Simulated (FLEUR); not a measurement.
# Collinear magnetic orders of free Ni(111) film, 3 layers with FLEUR, part 2 of 3

A self-consistent run ends on one state, which hangs on the start. Several orders of free Ni(111) film, 3 layers are started in FLEUR and their energies compared.

FLEUR MaX-R8.1; PBEsol; all-electron FLAPW film, Dirac cores, scalar-relativistic bands.

So far, largest spin moment in the muffin-tin sphere (μB): step 2 (run 1 (ferro +++)) 0.794.

### 3. Order 2, typed as ferri +-+

Another pattern of signs weighs the neighbour shells otherwise.

inp.xml reads:

```
<?xml version="1.0" encoding="UTF-8" standalone="no"?>
<fleurInput fleurInputVersion="0.39">
   <comment>
      Ni
   </comment>
   <calculationSetup>
      <cutoffs Kmax="3.66" Gmax="11.0" GmaxXC="11.0" numbands="0"/>
      <scfLoop itmax="120" minDistance="0.00002" maxIterBroyd="15" imix="Anderson" alpha="0.03" precondParam="0.0" spinf="2.0" sdNocoIR="T"/>
      <coreElectrons ctail="T" frcor="F" kcrel="1" coretail_lmax="0"/>
      <xcFunctional name="PBEs" relativisticCorrections="F"/>
      <magnetism jspins="2"/>
      <soc l_soc="F" theta="0.0" phi="0.0" spav="F"/>
      <expertModes spex="0" secvar="F"/>
      <geometryOptimization l_f="F" forcealpha="1.0" forcemix="BFGS" epsdisp="0.00001" epsforce="0.00001"/>
      <ldaU l_linMix="F" mixParam="0.05" spinf="1.0"/>
   </calculationSetup>
   <cell>
      <bzIntegration valenceElectrons="54.0" mode="hist" fermiSmearingEnergy="0.00183747">
         <kPointListSelection listName="default-1"/>
         <xi:include xmlns:xi="http://www.w3.org/2001/XInclude" href="kpts.xml"> </xi:include>
      </bzIntegration>
      <xi:include xmlns:xi="http://www.w3.org/2001/XInclude" href="sym.xml"> </xi:include>
      <filmLattice scale="1.0" dVac="12.97" dTilda="15.47">
         <bravaisMatrixFilm>
            <row-1>    4.7086300406703598     0.0000001262337051</row-1>
            <row-2>   -2.3543151296652853     4.0777931691130949</row-2>
         </bravaisMatrixFilm>
         <vacuumEnergyParameters vacuum="1" spinUp="-.25" spinDown="-.25"/>
      </filmLattice>
   </cell>
   <atomSpecies>
      <species name="Nickel (Ni1.000" element="Ni" atomicNumber="28">
         <mtSphere radius="2.24" gridPoints="741" logIncrement="0.016"/>
         <atomicCutoffs lmax="8" lnonsphr="6"/>
         <electronConfig flipSpins="F">
            <coreConfig>(1s1/2) (2s1/2) (2p1/2) (2p3/2)</coreConfig>
            <valenceConfig>(3s1/2) (3p1/2) (3p3/2) (4s1/2) (3d3/2) (3d5/2)</valenceConfig>
            <stateOccupation state="(3d3/2)" spinUp="1.6" spinDown="1.6"/>
            <stateOccupation state="(3d5/2)" spinUp="2.9" spinDown="1.9"/>
         </electronConfig>
         <energyParameters s="4" p="4" d="3" f="4"/>
         <lo type="SCLO" l="0" n="3" eDeriv="0"/>
         <lo type="SCLO" l="1" n="3" eDeriv="0"/>
      </species>
      <species name="Nickel (Ni-1.000" element="Ni" atomicNumber="28">
         <mtSphere radius="2.24" gridPoints="741" logIncrement="0.016"/>
         <atomicCutoffs lmax="8" lnonsphr="6"/>
         <electronConfig flipSpins="F">
            <coreConfig>(1s1/2) (2s1/2) (2p1/2) (2p3/2)</coreConfig>
            <valenceConfig>(3s1/2) (3p1/2) (3p3/2) (4s1/2) (3d3/2) (3d5/2)</valenceConfig>
            <stateOccupation state="(3d3/2)" spinUp="1.6" spinDown="1.6"/>
            <stateOccupation state="(3d5/2)" spinUp="1.9" spinDown="2.9"/>
         </electronConfig>
         <energyParameters s="4" p="4" d="3" f="4"/>
         <lo type="SCLO" l="0" n="3" eDeriv="0"/>
         <lo type="SCLO" l="1" n="3" eDeriv="0"/>
      </species>
   </atomSpecies>
   <atomGroups>
      <atomGroup species="Nickel (Ni1.000">
         <filmPos label="                   1">-1.000/6.000 1.000/6.000 -3.8446423657</filmPos>
         <filmPos label="                   3">1.000/6.000 -1.000/6.000 3.8446423657</filmPos>
         <force calculate="T" relaxXYZ="TTT"/>
      </atomGroup>
      <atomGroup species="Nickel (Ni-1.000">
         <filmPos label="                   2">1.000/2.000 1.000/2.000 .0000000000</filmPos>
         <force calculate="T" relaxXYZ="TTT"/>
      </atomGroup>
   </atomGroups>
   <output dos="F" band="F" slice="F">
      <bandDOS minEnergy="-.5*Htr" maxEnergy="0.5*Htr" sigma="0.015" storeEVData="T"/>
      <plotting iplot="0" polar="F">
         <plot TwoD="T" vec1="  1.0  0.0  0.0" vec2="  0.0  1.0  0.0" vec3="  0.0  0.0  1.0" zero="  0.0  0.0 -0.5" file="plot"/>
      </plotting>
      <moessbauerParams electricFieldGradient="F" isomerShift="T" coreHyperfine="T" valenceHyperfine="T"/>
   </output>
</fleurInput>
```

crystal.txt reads:

```
Ni
&input film=T cartesian=F /
2.49169971213  0.00000006680  0.00000000000
-1.24584991392  2.15787521590  0.00000000000
0.00000000000  0.00000000000  1.00000000000
1.8897261246
1.0 1.0 1.0

3
28 0.00000000000  0.00000000000  -3.84464236570 : 1.000
28 0.66666666667  0.33333333333  0.00000000000 : -1.000
28 0.33333333333  0.66666666667  3.84464236570 : 1.000

&kpt div1=12 div2=12 div3=1 gamma=T /
```

Launch:

```console
$ OMP_NUM_THREADS=1 inpgen -f crystal.txt > inpgen.log  # inp.xml is then edited as shown
$ OMP_NUM_THREADS=1 mpirun -n 4 fleur_MPI > fleur.log
```

What it wrote:

```text
[banner, memory and clock lines left out]
Welcome to FLEUR        (www.flapw.de)
      MaX-Release 8.1          (www.max-centre.eu)

 ========== k-point set info ==========
 Selected k-point list: default-1
 k-point list type: mesh
 0 x 0 x 0
 Number of k points: 20

 ------------Calculation Setup---------------------------
 Number of PE/node        :            4
 Number of OMP-threads    :            1
 k-points in parallel     :            4
 pe's per k-point         :            1
 No of k-point loops      :            5
 Eigenvalue solver        :       lapack
 Number of basis functions:          273
 Approximate size of matrices (H+S) per k-point:         0.001 GB
 [... lines of the core solver left out ...]
 Iteration:     1   Distance:      24.75592844 me/bohr^3
 Iteration:     2   Distance:      16.67999230 me/bohr^3
 Iteration:     3   Distance:      18.45632898 me/bohr^3
 Iteration:     4   Distance:      23.96233450 me/bohr^3
 Iteration:     5   Distance:      18.17151583 me/bohr^3
 Iteration:     6   Distance:      18.96103196 me/bohr^3
 Iteration:     7   Distance:      12.48382386 me/bohr^3
 Iteration:     8   Distance:      19.06866065 me/bohr^3
 Iteration:     9   Distance:      16.46954524 me/bohr^3
 Iteration:    10   Distance:      20.33624234 me/bohr^3
[... 30 iterations left out ...]
 Iteration:    41   Distance:       0.00224589 me/bohr^3
 Iteration:    42   Distance:       0.00089070 me/bohr^3
 Iteration:    43   Distance:       0.00034177 me/bohr^3
 Iteration:    44   Distance:       0.00029010 me/bohr^3
 Iteration:    45   Distance:       0.00027151 me/bohr^3
 Iteration:    46   Distance:       0.00017563 me/bohr^3
 Iteration:    47   Distance:       0.00012768 me/bohr^3
 Iteration:    48   Distance:       0.00006459 me/bohr^3
 Iteration:    49   Distance:       0.00002365 me/bohr^3
 Iteration:    50   Distance:       0.00001369 me/bohr^3

 ********************************************************************
 Run finished successfully
 Stop message:
   all done
 ********************************************************************

--- out.xml (last complete iteration) ---
<iteration numberForCurrentRun="   50" overallNumber="   50">
         [... left out ...]
         <bandgap value="0.0014544546" units="eV"/>
         <sumValenceSingleParticleEnergies value="-77.0799072662" units="Htr"/>
         <FermiEnergy value="-0.1886330096" units="Htr"/>
         <valenceDensity>
            <mtCharges spin="1">
               <mtCharge atomType="1" total="8.8090488" s="1.2034520" p="3.1340920" d="4.4603080" f="0.0084949"/>
               <mtCharge atomType="2" total="8.8808380" s="1.2016609" p="3.1757917" d="4.4879932" f="0.0117936"/>
            </mtCharges>
            <mtCharges spin="2">
               <mtCharge atomType="1" total="8.0694815" s="1.2039950" p="3.1485828" d="3.7054289" f="0.0088296"/>
               <mtCharge atomType="2" total="8.0871244" s="1.2048103" p="3.1917692" d="3.6742376" f="0.0127627"/>
            </mtCharges>
            <spinDependentCharge spin="1" total="28.0890653" interstitial="1.4995897" mtSpheres="26.4989355" vacuum1="0.0452701"/>
            <spinDependentCharge spin="2" total="25.9109349" interstitial="1.5892998" mtSpheres="24.2260874" vacuum1="0.0477738"/>
            <totalCharge value="54.0000002423"/>
         </valenceDensity>
         [... left out ...]
         <magneticMomentsInMTSpheres units="muBohr">
            <globalMagMoment atomType="1" vec="0.00000   0.00000   0.73957"/>
            <localMagMoment atomType="1" vec="0.00000   0.00000   0.73957"/>
            <globalMagMoment atomType="2" vec="0.00000   0.00000   0.79372"/>
            <localMagMoment atomType="2" vec="0.00000   0.00000   0.79372"/>
         </magneticMomentsInMTSpheres>
         [... left out ...]
         <totalEnergy value="    -4558.6020235642" units="Htr">
            <sumOfEigenvalues value="    -2657.1545119652">
               <coreElectrons value="-2580.0746046989"/>
               <valenceElectrons value="-77.0799072662"/>
            </sumOfEigenvalues>
            <densityCoulombPotentialIntegral value="-7042.8655755475"/>
            <densityEffectivePotentialIntegral value="-7287.6278131214"/>
            <chargeDenXCDenIntegral value="-186.7718019197"/>
            <FockExchangeEnergyValence value="0.0000000000"/>
            <FockExchangeEnergyCore value="0.0000000000"/>
         [... left out ...]
            <tkbTimesEntropy value="0.0017745609"/>
            <freeEnergy value="-4558.6037981251"/>
            <extrapolationTo0K value="-4558.6029108446"/>
         </totalEnergy>
         <densityConvergence units="me/bohr^3">
            <chargeDensity spin="1" distance="0.0000040175"/>
            <chargeDensity spin="2" distance="0.0000110433"/>
            <overallChargeDensity distance="0.0000094253"/>
            <spinDensity distance="0.0000136878"/>
         </densityConvergence>
      </iteration>
```

Wall time 65 s (4 MPI ranks of Arm Neoverse N1, shared host); peak memory 0.26 GiB; 4.3 min of CPU time.

Spin moment in the muffin-tin sphere by atom:

```
atom  spin moment in the muffin-tin sphere (μB)
 Ni1                                      0.740
 Ni2                                      0.794
 Ni3                                      0.740
```

This step gave:

```
free energy                                                       : -124045.9287 eV
program's band gap on this mesh (in a metal only a level spacing) : 0.001454 eV
magnetization                                                     : 2.178 μB
final state                                                       : ferromagnetic
```

The typed pattern was not kept: a seeded moment turned or collapsed.

It lies level with the first start, and its largest moment is 0.794 μB against 0.794 μB.

### 4. Run 3 (no spin polarisation)

Without spin polarisation no moment can form, so the difference from the other runs is what forming moments gains.

inp.xml: that of step 3 with these lines changed.

```diff
@@ -10,3 +10,3 @@
       <xcFunctional name="PBEs" relativisticCorrections="F"/>
-      <magnetism jspins="2"/>
+      <magnetism jspins="1"/>
       <soc l_soc="F" theta="0.0" phi="0.0" spav="F"/>
@@ -31,3 +31,3 @@
    <atomSpecies>
-      <species name="Nickel (Ni1.000" element="Ni" atomicNumber="28">
+      <species name="Nickel (Ni)" element="Ni" atomicNumber="28">
          <mtSphere radius="2.24" gridPoints="741" logIncrement="0.016"/>
@@ -37,17 +37,4 @@
             <valenceConfig>(3s1/2) (3p1/2) (3p3/2) (4s1/2) (3d3/2) (3d5/2)</valenceConfig>
-            <stateOccupation state="(3d3/2)" spinUp="1.6" spinDown="1.6"/>
-            <stateOccupation state="(3d5/2)" spinUp="2.9" spinDown="1.9"/>
-         </electronConfig>
-         <energyParameters s="4" p="4" d="3" f="4"/>
-         <lo type="SCLO" l="0" n="3" eDeriv="0"/>
-         <lo type="SCLO" l="1" n="3" eDeriv="0"/>
-      </species>
-      <species name="Nickel (Ni-1.000" element="Ni" atomicNumber="28">
-         <mtSphere radius="2.24" gridPoints="741" logIncrement="0.016"/>
-         <atomicCutoffs lmax="8" lnonsphr="6"/>
-         <electronConfig flipSpins="F">
-            <coreConfig>(1s1/2) (2s1/2) (2p1/2) (2p3/2)</coreConfig>
-            <valenceConfig>(3s1/2) (3p1/2) (3p3/2) (4s1/2) (3d3/2) (3d5/2)</valenceConfig>
-            <stateOccupation state="(3d3/2)" spinUp="1.6" spinDown="1.6"/>
-            <stateOccupation state="(3d5/2)" spinUp="1.9" spinDown="2.9"/>
+            <stateOccupation state="(3d3/2)" spinUp="1.600000" spinDown="1.600000"/>
+            <stateOccupation state="(3d5/2)" spinUp="2.400000" spinDown="2.400000"/>
          </electronConfig>
@@ -59,3 +46,3 @@
    <atomGroups>
-      <atomGroup species="Nickel (Ni1.000">
+      <atomGroup species="Nickel (Ni)">
          <filmPos label="                   1">-1.000/6.000 1.000/6.000 -3.8446423657</filmPos>
@@ -64,3 +51,3 @@
       </atomGroup>
-      <atomGroup species="Nickel (Ni-1.000">
+      <atomGroup species="Nickel (Ni)">
          <filmPos label="                   2">1.000/2.000 1.000/2.000 .0000000000</filmPos>
```

crystal.txt reads:

```
Ni
&input film=T cartesian=F /
2.49169971213  0.00000006680  0.00000000000
-1.24584991392  2.15787521590  0.00000000000
0.00000000000  0.00000000000  1.00000000000
1.8897261246
1.0 1.0 1.0

3
28 0.00000000000  0.00000000000  -3.84464236570
28 0.66666666667  0.33333333333  0.00000000000
28 0.33333333333  0.66666666667  3.84464236570

&kpt div1=12 div2=12 div3=1 gamma=T /
```

What it wrote:

```text
[banner, memory and clock lines left out]
Welcome to FLEUR        (www.flapw.de)
      MaX-Release 8.1          (www.max-centre.eu)

 ========== k-point set info ==========
 Selected k-point list: default-1
 k-point list type: mesh
 0 x 0 x 0
 Number of k points: 20

 [... set-up left out ...]
 Iteration:     1   Distance:      26.15479211 me/bohr^3
 Iteration:     2   Distance:      16.43837080 me/bohr^3
 Iteration:     3   Distance:      19.58735695 me/bohr^3
 Iteration:     4   Distance:      17.01644661 me/bohr^3
 Iteration:     5   Distance:      15.02535548 me/bohr^3
[...]
<FermiEnergy value="-0.1938862195" units="Htr"/>
         [... left out ...]
         <totalEnergy value="    -4558.5921892825" units="Htr">
            <sumOfEigenvalues value="    -2656.7766885943">
               <coreElectrons value="-2579.9414299391"/>
               <valenceElectrons value="-76.8352586552"/>
            </sumOfEigenvalues>
         [... left out ...]
            <freeEnergy value="-4558.5960754540"/>
            <extrapolationTo0K value="-4558.5941323682"/>
         </totalEnergy>
         <densityConvergence units="me/bohr^3">
            <chargeDensity spin="1" distance="0.0000188917"/>
         </densityConvergence>
      </iteration>
```

Run time: 27 s. Hardware: 4 MPI ranks; peak memory 0.21 GiB; 1.8 min of CPU time.

This step gave:

| Item | Value |
| --- | --- |
| free energy | -124045.7185 eV |
| program's band gap on this mesh (in a metal only a level spacing) | 0.001531 eV |
| final state | non-magnetic (no spin polarisation) |

It lies 70.0 meV a seeded atom over the first start.

### 5. Ranking

Free energies are divided by the number of seeded atoms.

Orders:

```csv
start,final state,typed order kept,energy over the lowest (meV a seeded atom),largest sphere moment (μB),net moment (μB a primitive cell),mesh matched,CPU time (s)
ferro +++,ferromagnetic,yes,0,0.7937,2.178,yes,165
ferri +-+,ferromagnetic,no,0,0.7937,2.178,yes,257.7
no spin polarisation,non-magnetic,-,70.05,0,0,yes,106.4
```

[end of part 2 of 3]

[Logs and program files are shortened in this print: banners, set-up blocks, solver, clock and traceback lines can be left out without a mark of their own.]

[Logs are printed without paths, hosts, clocks, repeated set-up lines and the standing remarks that a program may print on its own settings, such as how far it seeks lower states.]

[Hosts, paths, dates, database ids (printed as entryN), source tags and the programs' standing remarks are cut or masked in the printed files.]

[Where a cell is said to come from a database of computed structures, the database is the Materials Project.]
